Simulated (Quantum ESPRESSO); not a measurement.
Canted and collinear textures of NiO. The structure is cubic, space group Fm-3m (No. 225). Conventional cell: a = 4.172 Å, b = 4.172 Å, c = 4.172 Å, α = 90.00°, β = 90.00°, γ = 90.00°. Ni has 6 O at 2.09 Å nearest. O has 6 Ni at 2.09 Å nearest. Farther neighbours and most contacts between anions are not listed. The calculation used LDA; plane waves with GBRV 1.5 LDA potentials, no spin-orbit coupling (and 1 further level or step) in Quantum ESPRESSO 7.5, with GBRV 1.5 LDA, potential files Ni: ni_lda_v1.4.uspp.F.UPF, O: o_lda_v1.2.uspp.F.UPF, cutoff 462.59 eV, 3×3×6 k-mesh, 122 bands, fermi-dirac occupations, smearing width 0.1 eV, SCF threshold 8.00e-8, starting moments 2 2 2 2 0 0 0 0 μB in one of its runs. The lowest start is random 2. The its final state is non-collinear. The its moments are 1.14 μB and the its net moment is 7.3e-4 μB a cell. It took 4 runs, 27 min in all on 4 MPI ranks of Arm Neoverse V1, shared host (the runs of this entry). The best non-collinear state lies 0.087 meV a seeded atom under the best collinear one, too little to tell them apart. The mesh is coarse, so differences of some ten meV can be noise where moments are itinerant. Without spin–orbit coupling only the angles between moments matter. The cell holds only so many moments, so longer spirals cannot form in it. No Hubbard term acts here. In such compounds local and semilocal functionals without one often delocalise the d electrons, and can shrink or lose moments and miss the size, sign and order of the couplings. The smearing term is large for its width, so states at the Fermi level are partly filled: at this level the cell is a metal or has a gap of a few widths at most.

[Hosts, paths, dates, database ids (printed as entryN), source tags and the programs' standing remarks are cut or masked in the printed files.]

[Where a cell is said to come from a database of computed structures, the database is the Materials Project.]
